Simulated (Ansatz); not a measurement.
# Al(111) film, 3 layers, groove: surface scattering, part 2 of 2

How does Al(111) film, 3 layers, groove scatter electrons that run along the film?

Ansatz 0.2.0; Ansatz plane-wave DFT, PBE, PAW files; relaxation of the atoms about the surface defect; PAW set soft_1 (the session's first sound run).

So far. Step 2 (Relaxing about the defect): The largest force component on a free atom ends at 0.0047 eV/Å, under the tolerance of 0.03, after 3 steps.

**3. Transmission along the film**

The film far from the defect is the lead. The first vector holds vacuum and takes one k-point. Energies from -0.05 to 0.05 eV in steps of 0.05 eV are too few for the program's thermal sum, so it prints no conductance; for a metal the transmission near the Fermi level serves, at a fraction of the cost.

This step: Ansatz plane-wave DFT, PBE, PAW files; ballistic transport by layer matching (Landauer), zero bias; PAW set soft_1 (Ansatz 0.2.0).

input.yaml

```yaml
crystal:
  lattice:
    - [15.6741931383, 0.0, 0.0]
    - [0.0, 2.862347037, 0.0]
    - [0.0, 0.0, 39.6618439764]
  atoms:
    - { symbol: Al, position: [0.2870961178, 0.0, 0.0] }
    - { symbol: Al, position: [0.2870961178, 0.5, 0.0625] }
    - { symbol: Al, position: [0.4362008627, 0.0, 0.0416666667] }
    - { symbol: Al, position: [0.4362008627, 0.5, 0.1041666667] }
    - { symbol: Al, position: [0.5853056076, 0.0, 0.0833333333] }
    - { symbol: Al, position: [0.5853056076, 0.5, 0.0208333333] }
    - { symbol: Al, position: [0.2870961178, 0.0, 0.125] }
    - { symbol: Al, position: [0.2870961178, 0.5, 0.1875] }
    - { symbol: Al, position: [0.4362008627, 0.0, 0.1666666667] }
    - { symbol: Al, position: [0.4362008627, 0.5, 0.2291666667] }
    - { symbol: Al, position: [0.5853056076, 0.0, 0.2083333333] }
    - { symbol: Al, position: [0.5853056076, 0.5, 0.1458333333] }
    - { symbol: Al, position: [0.2870961178, 0.0, 0.25] }
    - { symbol: Al, position: [0.2870961178, 0.5, 0.3125] }
    - { symbol: Al, position: [0.4362008627, 0.0, 0.2916666667] }
    - { symbol: Al, position: [0.4362008627, 0.5, 0.3541666667] }
    - { symbol: Al, position: [0.5853056076, 0.0, 0.3333333333] }
    - { symbol: Al, position: [0.5853056076, 0.5, 0.2708333333] }
    - { symbol: Al, position: [0.2870961178, 0.0, 0.375] }
    - { symbol: Al, position: [0.2870961178, 0.5, 0.4375] }
    - { symbol: Al, position: [0.4405045931, 0.0, 0.4185127067] }
    - { symbol: Al, position: [0.439222389, 0.5, 0.4799832557] }
    - { symbol: Al, position: [0.5824583445, 0.5, 0.3941556928] }
    - { symbol: Al, position: [0.2870961178, 0.0, 0.5] }
    - { symbol: Al, position: [0.2870961178, 0.5, 0.5625] }
    - { symbol: Al, position: [0.4428089348, 0.0, 0.5410621383] }
    - { symbol: Al, position: [0.4339744461, 0.5, 0.6043323984] }
    - { symbol: Al, position: [0.5829070138, 0.0, 0.5847027508] }
    - { symbol: Al, position: [0.2870961178, 0.0, 0.625] }
    - { symbol: Al, position: [0.2870961178, 0.5, 0.6875] }
    - { symbol: Al, position: [0.4362008627, 0.0, 0.6666666667] }
    - { symbol: Al, position: [0.4362008627, 0.5, 0.7291666667] }
    - { symbol: Al, position: [0.5853056076, 0.0, 0.7083333333] }
    - { symbol: Al, position: [0.5853056076, 0.5, 0.6458333333] }
    - { symbol: Al, position: [0.2870961178, 0.0, 0.75] }
    - { symbol: Al, position: [0.2870961178, 0.5, 0.8125] }
    - { symbol: Al, position: [0.4362008627, 0.0, 0.7916666667] }
    - { symbol: Al, position: [0.4362008627, 0.5, 0.8541666667] }
    - { symbol: Al, position: [0.5853056076, 0.0, 0.8333333333] }
    - { symbol: Al, position: [0.5853056076, 0.5, 0.7708333333] }
    - { symbol: Al, position: [0.2870961178, 0.0, 0.875] }
    - { symbol: Al, position: [0.2870961178, 0.5, 0.9375] }
    - { symbol: Al, position: [0.4362008627, 0.0, 0.9166666667] }
    - { symbol: Al, position: [0.4362008627, 0.5, 0.9791666667] }
    - { symbol: Al, position: [0.5853056076, 0.0, 0.9583333333] }
    - { symbol: Al, position: [0.5853056076, 0.5, 0.8958333333] }
kpoints:
  mp_grid: { grid: [1, 11, 1] }
hamiltonian:
  xc: pbe
  pseudopotentials: { kind: paw, azcp: { folder: soft_1 } }
scf:
  occupations: { method: fermi_dirac, width: 0.1 }
output:
  transmission: { leads: [[0, 6]], kmesh: [1, 22], e_range: [-0.05, 0.05], de: 0.05 }
  write_potential: true
  write_density: true
  volumetric_format: npy
  elf: true
```

Command:

```bash
> ansatz run input.yaml --threads 8 --pin off --max-ram 15360MiB --backend cpu --events-out ev --progress --plain --runs-dir out
```

Numbers of over 12 decimals in the logs are rounded to 6 here.

What it wrote:

```text
[...]
Crystal: 46 atoms, lattice volume = 1779.428 Å³
Basis set: ecut = 420 eV, 34821 PW (Γ)
Bands: 115, of which v1, the nominal top of the filled ones, is band 69 counted from 1 (68 counted from 0)
Symmetry: 2 space group operations
[...]
k-points: 6 of 11
[...]
SCF iter   1: F=—  HF=-24721.934676 eV  |F-HF|=—  |Δ(HF+E_count)|=         —  Δρ=1.92e-2  dr2=4.52e1  ethr=3.10e-3  ⟨swp⟩=8.7  Hψ=4193  notcnv=0  defer=11
[...]
SCF iter   9: F=-24713.991635 eV  HF=-24713.991635 eV  |F-HF|=6.91e-10  |Δ(HF+E_count)|=   4.52e-8  Δρ=4.33e-7  dr2=7.49e-9  ethr=7.25e-11  ⟨swp⟩=26.5  Hψ=3798  notcnv=0
SCF 1 converged in 9 iterations: F = -24713.991635 eV  dr2 = 7.49e-9
[...]
transmission: 60 of 600 steps passed
transmission: 132 of 600 steps passed
[...]
transmission: 600 of 600 steps passed
WARN: The output density's exchange-correlation potential varies sharply where the density is thin. Do not read a vacuum level from v_tot or v_xc, or from such a field of the output density. On a cell that repeats whose density bears no net charge and no dipole along the vacuum's axis use v_es (v_loc + v_h of the components); under efield.dipole_correction with no amplitude use v_es + v_field, which holds any externa [...]
SCF converged after 9 iterations
Free energy (F): -24713.991635 eV
[...]
Internal energy: -24713.424166 eV  (E = F + TS)
E sigma→0 (E₀):  -24713.707900 eV
Entropy (-TS):   -0.567468 eV (-12.336 meV/atom)
Fermi energy:    1.222303 eV
[...]
--- Band table (eV; the first three rows and the last of 6) ---
  k-point 0: bands = [... 65 lower, 1.0036, 1.1654, 1.3530, 1.5738, 1.5983, 1.6365, 1.6864, 1.7320, ... 42 higher]
  k-point 1: bands = [... 65 lower, 1.1327, 1.2971, 1.4890, 1.7093, 1.7381, 1.7742, 1.8253, 1.8671, ... 42 higher]
  k-point 2: bands = [... 65 lower, 1.4181, 1.6397, 1.8577, 2.0583, 2.1386, 2.1514, 2.1562, 2.2208, ... 42 higher]
  k-point 5: bands = [... 65 lower, 0.5255, 0.5785, 0.6312, 0.7423, 0.7786, 0.7952, 0.9398, 1.0226, ... 42 higher]
--- Transmission ---
  basis      : 389 plane waves across, 50 finite elements along
  points     : 12, standing for a mesh of 1 x 22
  energies   : 3 from -0.050000 to 0.050000 eV about the Fermi level, 0.050000 eV apart; the leads are filled to 0.000000 eV, and channels, transmission and decay are at 0.000000 eV
  crystal 0  : Al6, at the sites [0, 6], period 4.9577 Å, over 30.57 Å; its Hamiltonian steps by up to 12.8 meV
    offset         : up to 0.0000 Å between an atom of the period and one for which it stands
    channels       : 3.909091e0 a spin
    conductance    : none, the energies end too early or step too widely for 300 K: set another output.transmission.e_range or a lower de, or, where they end at an eighth of basis.ecutwfc, a higher one
  junction   : crystal 0 to crystal 0, 0.13 to 34.83 Å
    transmission   : 2.210421e0 a spin
[...]
```

It took 5.7 min on 8 threads of Arm Neoverse V2, shared host; peak memory 5.3 GiB.

The column dr2 measures how far the density is from self-consistency, as an energy; F and HF (Harris–Foulkes) agree once it is small.

This step gave:

| Quantity | Value |
| --- | --- |
| free energy | -24713.9916 eV |
| energy at zero smearing | -24713.7079 eV |
| Fermi energy | 1.222 eV |
| cell area | 44.86 Å² |
| transmission per spin nearest the Fermi level | 2.210 |
| open channels per spin nearest the Fermi level | 3.909 |
| step of the lead's potential | 12.8 meV |

Per spin. Table of transmission, zone mean by energy, zero at the Fermi level:

| energy (eV) | transmission, zone mean |
| --- | --- |
| -0.0500 | 2.10 |
| 0.0000 | 2.21 |
| 0.0500 | 1.94 |

Per spin. The open channels, zone mean, lead by energy, zero at the Fermi level:

| energy (eV) | open channels, zone mean, lead |
| --- | --- |
| -0.0500 | 3.64 |
| 0.0000 | 3.91 |
| 0.0500 | 3.45 |

ELF in the ca plane at fractional y = 0.000, with atoms of Al within 0.2 Å of it. It is the smooth field of the valence electrons, not physical close to the nuclei.

Values, 13 rows by 16 columns, each cell a mean:
```
0.00 0.00 0.00 0.00 0.00 0.00 0.00 0.00 0.00 0.00 0.00 0.00 0.00 0.00 0.00 0.00
0.00 0.00 0.00 0.00 0.00 0.00 0.00 0.00 0.00 0.00 0.00 0.00 0.00 0.00 0.00 0.00
0.00 0.00 0.00 0.00 0.01 0.00 0.00 0.00 0.00 0.01 0.00 0.00 0.00 0.00 0.01 0.00
0.14 0.09 0.08 0.10 0.19 0.14 0.10 0.08 0.10 0.20 0.13 0.09 0.07 0.11 0.20 0.12
0.59 0.54 0.49 0.52 0.54 0.61 0.55 0.48 0.54 0.54 0.61 0.54 0.46 0.55 0.53 0.60
0.39 0.55 0.55 0.56 0.26 0.46 0.52 0.56 0.55 0.25 0.49 0.53 0.56 0.52 0.24 0.52
0.50 0.33 0.45 0.53 0.63 0.47 0.34 0.46 0.55 0.62 0.45 0.35 0.45 0.57 0.62 0.42
0.53 0.57 0.37 0.34 0.45 0.53 0.58 0.35 0.36 0.45 0.54 0.58 0.32 0.37 0.44 0.55
0.44 0.44 0.57 0.52 0.33 0.44 0.45 0.57 0.50 0.33 0.45 0.47 0.57 0.49 0.33 0.45
0.60 0.36 0.62 0.61 0.66 0.56 0.38 0.61 0.62 0.65 0.53 0.41 0.60 0.63 0.66 0.50
0.41 0.48 0.28 0.25 0.30 0.39 0.47 0.28 0.25 0.30 0.42 0.46 0.25 0.26 0.30 0.43
0.03 0.04 0.02 0.02 0.02 0.03 0.04 0.02 0.02 0.02 0.03 0.04 0.02 0.02 0.02 0.03
0.00 0.00 0.00 0.00 0.00 0.00 0.00 0.00 0.00 0.00 0.00 0.00 0.00 0.00 0.00 0.00
```
Columns run along c (16.0 Å, from fractional 0.60 to 1.00 of the cell), rows up along a (15.7 Å). Atoms in or near the plane, at fractional coordinates: Al at (0.62, 0.29), Al at (0.67, 0.44), Al at (0.71, 0.59), Al at (0.75, 0.29), Al at (0.79, 0.44), Al at (0.83, 0.59), Al at (0.88, 0.29), Al at (0.92, 0.44), Al at (0.96, 0.59).

Valence density in the ca plane at fractional y = 0.000, with atoms of Al within 0.2 Å of it. It is the smooth field of the valence electrons, not physical close to the nuclei.

Ten even steps from '0' (0.00 e/Å³) to '9' (0.21 e/Å³), each cell a mean:
```
00000000000000000000000000000000000000000000
00000000000000000000000000000000000000000000
00000000000000000000000000000000000000000000
00000000000000000000000000000000000000000000
00000000000000000000000000000000000000000000
00000000000000000000000000000000000000000000
00000000000000000000000000000000000000000000
22111111112222221111111122222111111112222221
66555554456666665555545566666555554456666665
58988988899534798889888974359988988899534798
68877888899756887778888985578877888899755887
98655689999999875567899999997655789999999875
88767887689998876678767999888767887689988876
89888973358988888899533798889888973358988898
78999998888766789999988976668899998888766789
68999999887655789999998875568999999987656789
88644898888878974469988887788644898888878974
89644797788878974469877888789644787788878984
45555544344444455555433444445555544344444455
11111111111111111111111111111111111111111111
00000000000000000000000000000000000000000000
00000000000000000000000000000000000000000000
00000000000000000000000000000000000000000000
00000000000000000000000000000000000000000000
```
Columns run along c (16.0 Å, from fractional 0.60 to 1.00 of the cell), rows up along a (15.7 Å). Atoms in or near the plane, at fractional coordinates: Al at (0.62, 0.29), Al at (0.67, 0.44), Al at (0.71, 0.59), Al at (0.75, 0.29), Al at (0.79, 0.44), Al at (0.83, 0.59), Al at (0.88, 0.29), Al at (0.92, 0.44), Al at (0.96, 0.59).

Electrostatic potential energy in the ca plane at fractional y = 0.000, with atoms of Al within 0.2 Å of it. With pseudopotentials it is smooth inside the atoms' cores, unlike the true potential.

Values in units of 1e0 eV, 13 rows by 16 columns, each cell a mean:
```
 5.2  5.2  5.1  5.1  5.1  5.1  5.1  5.1  5.1  5.1  5.1  5.1  5.1  5.1  5.1  5.1
 5.2  5.2  5.1  5.1  5.1  5.1  5.1  5.1  5.1  5.1  5.1  5.1  5.1  5.1  5.1  5.1
 5.2  5.2  5.1  5.1  5.1  5.1  5.1  5.1  5.1  5.1  5.1  5.1  5.1  5.1  5.1  5.1
 4.9  5.0  5.0  4.9  4.4  4.7  5.0  4.9  4.8  4.4  4.8  5.0  4.9  4.8  4.4  4.8
-1.9  3.6  3.3  1.3 -6.0 -1.1  3.6  3.4  0.6 -6.2 -0.2  3.5  3.4 -0.2 -6.2  0.6
-7.8  1.7  1.3 -3.5 -5.3 -6.9  1.8  1.4 -4.8 -4.9 -5.9  1.7  1.5 -6.1 -4.6 -4.8
 0.6  2.5 -5.0 -5.4 -0.9  1.2  2.1 -5.5 -5.1 -0.9  1.5  1.8 -5.8 -4.6 -0.8  1.8
 1.1  0.8 -7.5 -7.7  1.1  1.1  0.2 -7.2 -7.6  1.4  1.1 -0.7 -6.7 -7.4  1.7  1.2
-2.8 -6.6 -1.9  0.5  2.6 -3.6 -6.5 -1.4  0.7  2.6 -4.3 -6.4 -0.9  0.9  2.6 -4.9
-6.1 -5.8 -2.5  1.8  2.2 -6.8 -6.4 -1.3  1.7  2.1 -7.2 -7.1 -0.2  1.6  2.0 -7.6
 3.6  1.9  4.1  4.5  4.6  3.2  1.9  4.2  4.5  4.6  3.0  2.1  4.3  4.5  4.6  2.8
 5.1  5.0  5.1  5.1  5.1  5.0  5.0  5.0  5.1  5.1  5.0  5.0  5.0  5.1  5.1  5.0
 5.2  5.2  5.1  5.1  5.1  5.1  5.1  5.1  5.1  5.1  5.1  5.1  5.1  5.1  5.1  5.1
```
Columns run along c (16.0 Å, from fractional 0.60 to 1.00 of the cell; values clipped at the 3rd and 97th percentile), rows up along a (15.7 Å). Atoms in or near the plane, at fractional coordinates: Al at (0.62, 0.29), Al at (0.67, 0.44), Al at (0.71, 0.59), Al at (0.75, 0.29), Al at (0.79, 0.44), Al at (0.83, 0.59), Al at (0.88, 0.29), Al at (0.92, 0.44), Al at (0.96, 0.59).

Over the solved energies the transmission per spin lies between 1.94 and 2.21, out of 3.67 channels of the lead on average (up to 3.91).

**4. Share that passes**

This step: Ansatz plane-wave DFT, PBE, PAW files; ballistic transport by layer matching (Landauer), zero bias; share of the film's channels that pass the defect (the area holds the vacuum); PAW set soft_1 (Ansatz 0.2.0).

This step gave:

```
T over the leads' mean channel count : 0.5681
```

Averaged over the energies near the Fermi level, 56.8 % of the channels pass.

**5. Summary of results**

```yaml
share_of_the_film_s_channels_that_pass: 0.568
```

57 % of the film's channels pass the defect. The film is 3 layers thick, so the defect disturbs a good part of its section. It runs straight across the current without end, so the wavevector along it is kept. Only atoms near the defect are relaxed, while the rest of the face keeps bulk spacings, so part of the reflection may come from that relaxed patch.

[Logs are printed without paths, hosts, clocks, repeated set-up lines and the standing remarks that a program may print on its own settings, such as how far it seeks lower states.]

[Hosts, paths, dates, database ids (printed as entryN), source tags and the programs' standing remarks are cut or masked in the printed files.]
